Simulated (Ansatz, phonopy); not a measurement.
# Quasi-harmonic thermodynamics of Cu (Copper, Fm-3m), part 3 of 4

How much does Cu (Copper) expand with temperature?

Experimental results on record:
- heat capacity C_P per formula unit 24.5 J/mol/K near room temperature (given in “High-Throughput Prediction of Finite-Temperature Properties using the Quasi-Harmonic Approximation”, 2016, arXiv:1603.06924)

Ansatz 0.2.0; DFT PBEsol, scalar-relativistic, plane waves, PAW.

So far, principal linear expansion coefficients at 298 K (× 1e-6/K): step 5 (phonons on strained cells, k-mesh 24×24×24, q-mesh 3×3×3) 14.9.

### Step 7. Phonons on strained cells, k-mesh 12×12×12, q-mesh 6×6×6

Thermal expansion follows from how the free energy of the vibrations (and of the electrons in a metal) changes with strain, so the program makes strained cells, their phonons and a fit in one run.

This step: DFT PBEsol, scalar-relativistic, plane waves, PAW (Ansatz 0.2.0).

Contents of input.yaml:

```yaml
crystal:
  lattice:
    - [0.0, 1.7819327926, 1.7819327926]
    - [1.7819327926, 0.0, 1.7819327926]
    - [1.7819327926, 1.7819327926, 0.0]
  atoms:
    - { symbol: Cu, position: [0.0, 0.0, 0.0] }
kpoints:
  mp_grid: { grid: [12, 12, 12] }
hamiltonian:
  xc: pbesol
scf:
  occupations: { method: methfessel_paxton, width: 0.2 }
  lower_state_search: "off"
output:
  eigenvalues: true
phonons:
  method: dfpt
  qmesh: [6, 6, 6]
  temperatures: { t_max: 1200.0, t_step: 50 }
  thermal_expansion: {}
```

The run is started by

```console
> ansatz run input.yaml --threads 8 --pin off --max-ram 16384MiB --backend cpu --events-out ev --progress --plain --runs-dir out
```

Numbers of over 12 decimals in the logs are rounded to 6 here.

What it wrote:

```text
[...]
Crystal: 1 atoms, lattice volume = 11.316 Å³
Basis set: ecut = 487.2 eV, 283 PW (Γ), exchange–correlation on 40×40×40 points (8 copies of the dense FFT grid, shifted against one another)
Bands: 14, of which v1, the nominal top of the filled ones, is band 10 counted from 1 (9 counted from 0)
Symmetry: 48 space group operations
[...]
k-points: 72 of 1728
[...]
SCF iter   1: F=—  HF=-6588.777802 eV  |F-HF|=—  |Δ(HF+E_count)|=         —  Δρ=2.09e-2  dr2=2.52e-2  ethr=1.77e-3  ⟨swp⟩=4.9  Hψ=4947  notcnv=0
[...]
SCF iter   7: F=-6588.771404 eV  HF=-6588.771404 eV  |F-HF|=9.09e-13  |Δ(HF+E_count)|=  5.46e-12  S|Δr|=    0.00e0  Δρ=6.75e-8  dr2=9.03e-14  ethr=1.00e-12  ⟨swp⟩=4.9  Hψ=3685  notcnv=0
SCF 1 converged in 7 iterations: F = -6588.771404 eV  dr2 = 9.03e-14
[...]
relax step   1: F+E_penalty+E_count = -6588.77140413 eV  Δ(F+E_penalty+E_count) = +0.000e0 eV  max|allowed force component| = 0.000e0 eV/Å  Δτ_max = 0.0000 Å  (7 SCF iters, accepted)
SCF converged after 7 iterations
[...]
Free energy (F): -6588.771404 eV
[...]
Internal energy: -6588.772289 eV  (E = F + TS)
E sigma→0 (E₀):  -6588.771625 eV
Entropy (-TS):   0.000885 eV (0.885 meV/atom)
Fermi energy:    17.435944 eV
[...]
--- Stress (GPa, compression-positive) ---
       -0.185048       0.000000       0.000000
        0.000000      -0.185048       0.000000
        0.000000      -0.000000      -0.185048
  P = ⅓ Tr σ = -0.1850 GPa (-1.850 kbar)
--- Band table (eV; the first three rows and the last of 72) ---
  k-point 0: bands = [... 6 lower, 14.3765, 14.3765, 15.2779, 15.2779, 40.4504, 43.2653, 43.2653, 43.2653]
  k-point 1: bands = [... 6 lower, 14.4266, 14.4266, 15.2588, 15.2588, 38.7847, 41.4036, 42.5627, 42.5627]
  k-point 2: bands = [... 6 lower, 14.5269, 14.5269, 15.2487, 15.2487, 34.5282, 40.9325, 41.5735, 41.5735]
  k-point 71: bands = [... 6 lower, 13.8130, 15.2278, 16.0450, 23.8336, 23.8336, 26.0169, 26.6299, 46.2790]
── thermal expansion: 3 new cells, 3 in all ──
thermal expansion: relaxation of cell 2
thermal expansion: relaxation of cell 3
── thermal expansion: 2 new cells, 5 in all ──
thermal expansion: relaxation of cell 4
thermal expansion: electrons of cell 4
thermal expansion: phonons of cell 4
thermal expansion: relaxation of cell 5
thermal expansion: electrons of cell 1
thermal expansion: electrons of cell 2
thermal expansion: electrons of cell 3
thermal expansion: electrons of cell 5
thermal expansion: phonons of cell 5
── thermal expansion: 7 new cells, 12 in all ──
thermal expansion: relaxation of cell 6
thermal expansion: relaxation of cell 7
thermal expansion: relaxation of cell 8
thermal expansion: relaxation of cell 9
thermal expansion: relaxation of cell 10
thermal expansion: relaxation of cell 11
thermal expansion: relaxation of cell 12
thermal expansion: electrons of cell 6
thermal expansion: electrons of cell 7
thermal expansion: electrons of cell 8
thermal expansion: electrons of cell 9
thermal expansion: electrons of cell 10
thermal expansion: electrons of cell 11
thermal expansion: electrons of cell 12
thermal expansion: phonons of cell 6
thermal expansion: phonons of cell 7
thermal expansion: phonons of cell 8
thermal expansion: phonons of cell 9
--- Relaxed structure (1 steps of the walk, 1 accepted, 0 SCFs on fresh bases) ---
  F+E_penalty+E_count = -6588.77140413 eV   max|allowed force component| = 0.000e0 eV/Å
  atoms:
    - { symbol: Cu, position: [0.0, 0.0, 0.0] }
--- Thermal expansion: 12 cells in 3 rounds, 0 GPa ---
  no lower state was looked for at cell 4: scf.lower_state_search: off
  without vibrations: a 2.51910, b 2.51910, c 2.51910 Å, V 11.3037 Å³, B 169.08 GPa
  at 0 K: a 2.52398, b 2.52398, c 2.52398 Å, V 11.3695 Å³, B 165.74 GPa
  zero-point expansion: a +0.194, b +0.194, c +0.194, V +0.583 %
[...]
0.00    2.52398    2.52398    2.52398    11.3695 |    0.00    0.00    0.00    0.00 |   29.95 |     0.000     0.000 |   165.74   165.74
   150.00    2.52627    2.52627    2.52627    11.4005 |   12.19   12.19   12.19   36.58 |   42.04 |    20.108    19.884 |   162.31   164.14
   298.15    2.53154    2.53154    2.53154    11.4720 |   15.26   15.26   15.26   45.77 |       - |    24.381    23.707 |   156.11   160.54
   400.00    2.53560    2.53560    2.53560    11.5273 |   16.22   16.22   16.22   48.65 |   47.40 |    25.421    24.424 |   151.63   157.81
   550.00    2.54200    2.54200    2.54200    11.6148 |   17.36   17.36   17.36   52.08 |   49.44 |    26.432    24.921 |   144.80   153.58
   700.00    2.54884    2.54884    2.54884    11.7089 |   18.50   18.50   18.50   55.49 |   51.39 |    27.291    25.199 |   137.71   149.15
   850.00    2.55616    2.55616    2.55616    11.8100 |   19.75   19.75   19.75   59.24 |   53.39 |    28.161    25.397 |   130.33   144.51
  1000.00    2.56401    2.56401    2.56401    11.9191 |   21.19   21.19   21.19   63.56 |   55.54 |    29.116    25.560 |   122.60   139.66
  1150.00    2.57249    2.57249    2.57249    12.0378 |   22.91   22.91   22.91   68.72 |   57.91 |    30.215    25.708 |   114.48   134.55
  1200.00    2.57548    2.57548    2.57548    12.0799 |   23.56   23.56   23.56   70.68 |   58.76 |    30.625    25.755 |   111.68   132.79
[...]
vibrations' free energy: its fit leaves 0.0000 meV an atom at the most
[...]
free energies summed between the sampled wave vectors
[...]
the FFT grids of the static calculations differ: 18 × 18 × 18, 20 × 20 × 20
```

It took 8.2 min on 8 threads of Arm Neoverse V2, shared host; peak memory 1.3 GiB; 55 min of CPU time.

Numbers from this step:

```yaml
pressure: -0.1850 GPa
volume_expansion_coefficient_at_298_k: 45.77 1e-6/K
c_p_at_298_k: 24.38 J/mol-atom/K
entropy_at_298_k: 32.01 J/mol-atom/K
isothermal_bulk_modulus_at_298_k: 156.1 GPa
grueneisen_parameter_at_298_k: 2.082
volume_at_298_k: 11.47 Å³/atom
principal_linear_expansion_coefficients_at_298_k: 15.26, 15.26, 15.26 1e-6/K
```

Strained cells of the study; zero-point energy where phonons were solved; the pressures are stresses at a fixed cutoff and can carry an offset from the finite basis. Expansion cells, by row:

```tsv
cell	|a| (Å)	|b| (Å)	|c| (Å)	V (Å³/atom)	E - E_lowest (meV/atom)	pressure, compression positive (GPa)	gap (eV)	zero-point energy (meV/atom)
1	2.52	2.52	2.52	11.32	0	-0.279	-	-
2	2.54	2.54	2.54	11.59	3.634	-4.06	-	-
3	2.5	2.5	2.5	11.05	3.175	3.987	-	-
4	2.519	2.519	2.519	11.31	0	-0.144	-	32.64
5	2.532	2.532	2.532	11.48	1.356	-2.573	-	31.61
6	2.548	2.548	2.548	11.69	6.569	-5.33	-	30.36
7	2.562	2.562	2.562	11.89	14.44	-7.598	-	29.23
8	2.576	2.576	2.576	12.09	25.16	-9.667	-	28.12
9	2.591	2.591	2.591	12.29	38.6	-11.55	-	27.02
10	2.494	2.494	2.494	10.97	5.39	5.302	-	-
11	2.507	2.507	2.507	11.14	1.302	2.478	-	-
12	2.611	2.611	2.611	12.59	62.16	-13.94	-	-
```

Quasi-harmonic; a, b, c are the run's own cell vectors. Expansion, by row:

```tsv
T (K)	a (Å)	b (Å)	c (Å)	alpha (deg)	beta (deg)	gamma (deg)	cell volume (Å³/cell)	alpha_a (1e-6/K)	alpha_b (1e-6/K)	alpha_c (1e-6/K)	alpha_V (1e-6/K)	C_P (J/mol-atom/K)	C_V (J/mol-atom/K)	S (J/mol-atom/K)	B_T (GPa)	B_S (GPa)	Grueneisen	extrapolation	fit error (1e-6/K)
0	2.524	2.524	2.524	60	60	60	11.37	0	0	0	0	0	0	0	165.7	165.7	-	0	0
50	2.524	2.524	2.524	60	60	60	11.37	3.14	3.14	3.14	9.42	5.565	5.56	2.052	165.5	165.7	1.921	0	0
100	2.525	2.525	2.525	60	60	60	11.38	9.18	9.18	9.18	27.53	15.42	15.34	9.258	164.2	165.1	2.02	0	0
150	2.526	2.526	2.526	60	60	60	11.4	12.19	12.19	12.19	36.58	20.11	19.88	16.52	162.3	164.1	2.05	0	0
200	2.528	2.528	2.528	60	60	60	11.42	13.72	13.72	13.72	41.17	22.36	21.98	22.65	160.3	163	2.065	0	0
250	2.53	2.53	2.53	60	60	60	11.45	14.64	14.64	14.64	43.91	23.61	23.08	27.78	158.2	161.8	2.075	0	0.01
298.1	2.532	2.532	2.532	60	60	60	11.47	15.26	15.26	15.26	45.77	24.38	23.71	32.01	156.1	160.5	2.082	0	0.01
300	2.532	2.532	2.532	60	60	60	11.47	15.28	15.28	15.28	45.83	24.41	23.73	32.16	156	160.5	2.082	0	0.01
350	2.534	2.534	2.534	60	60	60	11.5	15.78	15.78	15.78	47.34	24.98	24.14	35.97	153.8	159.2	2.09	0	0.01
400	2.536	2.536	2.536	60	60	60	11.53	16.22	16.22	16.22	48.65	25.42	24.42	39.34	151.6	157.8	2.096	0	0.01
450	2.538	2.538	2.538	60	60	60	11.56	16.61	16.61	16.61	49.83	25.79	24.63	42.35	149.4	156.4	2.103	0	0.01
500	2.54	2.54	2.54	60	60	60	11.58	16.99	16.99	16.99	50.97	26.13	24.79	45.09	147.1	155	2.11	0	0.01
550	2.542	2.542	2.542	60	60	60	11.61	17.36	17.36	17.36	52.08	26.43	24.92	47.59	144.8	153.6	2.117	0	0.01
600	2.544	2.544	2.544	60	60	60	11.65	17.73	17.73	17.73	53.2	26.72	25.03	49.9	142.5	152.1	2.124	0	0.02
650	2.547	2.547	2.547	60	60	60	11.68	18.11	18.11	18.11	54.33	27.01	25.12	52.05	140.1	150.7	2.131	0	0.02
700	2.549	2.549	2.549	60	60	60	11.71	18.5	18.5	18.5	55.49	27.29	25.2	54.07	137.7	149.2	2.138	0	0.02
750	2.551	2.551	2.551	60	60	60	11.74	18.9	18.9	18.9	56.69	27.58	25.27	55.96	135.3	147.6	2.146	0	0.02
800	2.554	2.554	2.554	60	60	60	11.78	19.31	19.31	19.31	57.93	27.86	25.34	57.75	132.8	146.1	2.154	0	0.02
850	2.556	2.556	2.556	60	60	60	11.81	19.75	19.75	19.75	59.24	28.16	25.4	59.45	130.3	144.5	2.162	0	0.02
900	2.559	2.559	2.559	60	60	60	11.85	20.2	20.2	20.2	60.6	28.47	25.45	61.06	127.8	142.9	2.17	0	0.02
950	2.561	2.561	2.561	60	60	60	11.88	20.68	20.68	20.68	62.04	28.79	25.51	62.61	125.2	141.3	2.179	0	0.02
1000	2.564	2.564	2.564	60	60	60	11.92	21.19	21.19	21.19	63.56	29.12	25.56	64.1	122.6	139.7	2.188	0	0.02
1050	2.567	2.567	2.567	60	60	60	11.96	21.73	21.73	21.73	65.18	29.46	25.61	65.53	119.9	138	2.198	0	0.02
1100	2.57	2.57	2.57	60	60	60	12	22.3	22.3	22.3	66.89	29.83	25.66	66.91	117.2	136.3	2.208	0	0.02
1150	2.572	2.572	2.572	60	60	60	12.04	22.91	22.91	22.91	68.72	30.21	25.71	68.24	114.5	134.6	2.218	0	0.02
1200	2.575	2.575	2.575	60	60	60	12.08	23.56	23.56	23.56	70.68	30.62	25.75	69.53	111.7	132.8	2.229	0	0.02
```

The expansion coefficient by temperature; values in 1e-6/K:

```tsv
temperature (K)	volume	principal 1
0	0	0
50	9.42	3.14
100	27.5	9.18
150	36.6	12.2
200	41.2	13.7
250	43.9	14.6
298	45.8	15.3
300	45.8	15.3
350	47.3	15.8
400	48.6	16.2
450	49.8	16.6
500	51.0	17.0
550	52.1	17.4
600	53.2	17.7
650	54.3	18.1
700	55.5	18.5
750	56.7	18.9
800	57.9	19.3
850	59.2	19.8
900	60.6	20.2
950	62.0	20.7
1000	63.6	21.2
1050	65.2	21.7
1100	66.9	22.3
1150	68.7	22.9
1200	70.7	23.6
```

Changing the q-mesh (3×3×3 → 6×6×6) and the k-mesh (24×24×24 → 12×12×12) takes the volume expansion at 298 K from 44.9 to 45.8 × 10⁻⁶/K and B_T from 156 to 156 GPa.

### Step 8. Quasi-harmonic fit by phonopy

This step: DFT PBEsol, scalar-relativistic, plane waves, PAW (phonopy 4.10.0).

Numbers from this step:

```yaml
volume_expansion_coefficient_at_300_k: 45.72 1e-6/K
isothermal_bulk_modulus_at_300_k: 156.2 GPa
c_p_at_300_k: 24.48 J/mol-atom/K
grueneisen_parameter_at_300_k: 2.098
```

Energy (each curve on its own zero) against volume; values in meV/atom:

```tsv
volume (Å³/atom)	static	F at 0 K	F at 300 K	F at 1200 K
11.307	0	2.81	7.37	28.1
11.478	1.36	3.14	6.15	19.7
11.692	6.57	7.1	8.12	12.5
11.889	14.4	13.8	13.0	8.92
12.090	25.2	23.4	20.6	7.83
12.294	38.6	35.8	30.9	9.1
```

Phonopy-qha, vinet fit of F(V) at each temperature. Qha vinet, by row:

```tsv
T (K)	fitted volume (Å³/atom)	alpha_V (1e-6/K)	B_T (GPa)	C_P (J/mol-atom/K)	Grueneisen
100	11.38	25.94	164.3	14.97	1.913
150	11.4	35.85	162.4	20.11	2.021
200	11.42	40.84	160.4	22.44	2.063
250	11.45	43.74	158.3	23.7	2.084
300	11.47	45.72	156.2	24.48	2.098
350	11.5	47.26	154	25.04	2.11
400	11.53	48.58	151.8	25.47	2.12
450	11.56	49.77	149.5	25.84	2.13
500	11.59	50.91	147.2	26.16	2.14
550	11.61	52.03	144.9	26.46	2.151
600	11.65	53.15	142.6	26.75	2.161
650	11.68	54.29	140.2	27.03	2.171
700	11.71	55.45	137.8	27.31	2.182
750	11.74	56.66	135.4	27.59	2.193
800	11.78	57.91	132.9	27.88	2.205
850	11.81	59.22	130.4	28.17	2.216
900	11.85	60.58	127.9	28.48	2.228
950	11.88	62.02	125.3	28.8	2.241
1000	11.92	63.54	122.7	29.12	2.254
1050	11.96	65.14	120.1	29.47	2.267
1100	12	66.83	117.4	29.83	2.281
1150	12.04	68.63	114.7	30.22	2.295
```

Table of volume expansion coefficient by temperature; values in 1e-6/K:

```tsv
temperature (K)	phonopy-qha, Vinet	Ansatz's own study
100	25.9	27.5
150	35.9	36.6
200	40.8	41.2
250	43.7	43.9
300	45.7	45.8
350	47.3	47.3
400	48.6	48.6
450	49.8	49.8
500	50.9	51.0
550	52.0	52.1
600	53.1	53.2
650	54.3	54.3
700	55.5	55.5
750	56.7	56.7
800	57.9	57.9
850	59.2	59.2
900	60.6	60.6
950	62.0	62.0
1000	63.5	63.6
1050	65.1	65.2
1100	66.8	66.9
1150	68.6	68.7
```

The fit gives a volume expansion of 45.7 × 10⁻⁶/K at 300 K, against 45.8 at 298 K from the study itself, whose static fit uses more cells.

### Step 9. Relaxing at another setting

The functional, the potentials or the cutoff change, so the crystal is relaxed again at the new setting.

This step: DFT PBEsol, scalar-relativistic, plane waves, PAW (Ansatz 0.2.0).

input.yaml, the sections that differ from step 7:

```yaml
kpoints:
  mp_grid: { grid: [24, 24, 24] }
output:
  forces: true
  stress: true
  eigenvalues: true
basis:
  ecutwfc: 320.0
relax:
  adjacent_minimum: "off"
  f_tol: 0.001
  max_steps: 60
  cell: { stress_tol: 0.01 }
# crystal, hamiltonian, scf: as in step 7
# phonons: removed
```

What it wrote:

```text
Warning: basis.ecutwfc = 320 eV is below the records' recommended 420 eV, and the density's cutoff is lower with it unless basis.ecutrho_ratio is high enough to keep the records' density cutoff: compare with a run at a higher cutoff
[...]
Crystal: 1 atoms, lattice volume = 11.316 Å³
[...]
k-point 2: bands = [... 6 lower, 14.2566, 14.2566, 15.0823, 15.0823, 38.5920, 41.1961, 42.3652, 42.3652]
  k-point 412: bands = [... 6 lower, 13.6577, 15.0517, 15.8749, 23.6720, 23.6720, 25.8579, 26.4383, 46.1090]
--- Relaxed structure (7 steps of the walk, 7 accepted, 3 SCFs on fresh bases) ---
[...]
cell:  # Å, volume = 11.3848 Å³
    - [0, 1.785520, 1.785520]
    - [1.785520, 0, 1.785520]
    - [1.785520, 1.785520, 0]
  atoms:
    - { symbol: Cu, position: [0.0, 0.0, 0.0] }
[key lines of the parts left out:]
SCF converged after 5 iterations
Free energy (F): -6588.675904 eV
Fermi energy:    17.357453 eV
P = ⅓ Tr σ = -0.0045 GPa (-0.045 kbar)
```

The job ended after 4.7 s (8 threads; peak memory 0.5 GiB).

Step by step:

```tsv
step	energy less that of the first step (eV)	largest force component (eV/Å)	pressure (GPa)	volume (Å³)
1	0.0000	0.0000	1.08	11.32
2	0.0036	0.0000	0.07	11.35
3	0.0038	0.0000	0.00	11.35
4*	0.0001	0.0000	0.49	11.35
5	0.0018	0.0000	0.11	11.37
6	0.0023	0.0000	0.01	11.38
7*	0.0002	0.0000	0.16	11.38
8	0.0009	0.0000	0.03	11.38
9	0.0011	0.0000	0.00	11.38
10*	-0.0003	0.0000	0.00	11.38
```

Relaxation steps marked * repeat the geometry before them on a plane-wave basis chosen anew for their cell, so energy and pressure can jump there.

```tsv
conventional cell, symmetrised	before	after	change
a (Å)	3.564	3.571	+0.2 %
b (Å)	3.564	3.571	+0.2 %
c (Å)	3.564	3.571	+0.2 %
volume (Å³/atom)	11.32	11.38	+0.6 %
```

Final coordinates:

```cif
data_structure
_symmetry_space_group_name_H-M 'P 1'
_symmetry_Int_Tables_number 1
_cell_length_a 2.5251
_cell_length_b 2.5251
_cell_length_c 2.5251
_cell_angle_alpha 60.000
_cell_angle_beta 60.000
_cell_angle_gamma 60.000
_cell_volume 11.38
loop_
_atom_site_label
_atom_site_type_symbol
_atom_site_fract_x
_atom_site_fract_y
_atom_site_fract_z
_atom_site_occupancy
Cu1 Cu 0.00000 0.00000 0.00000 1
```

Numbers from this step:

```yaml
pressure: -0.004527 GPa
volume_per_atom: 11.38 Å³/atom
```

The residual pressure is -0.0045 GPa, small enough for phonons.

[end of part 3 of 4]

[Logs are printed without paths, hosts, clocks, repeated set-up lines and the standing remarks that a program may print on its own settings, such as how far it seeks lower states.]

[Hosts, paths, dates, database ids (printed as entryN), source tags and the programs' standing remarks are cut or masked in the printed files.]

[A step with changed settings may run another functional than the one named; its input shows which.]
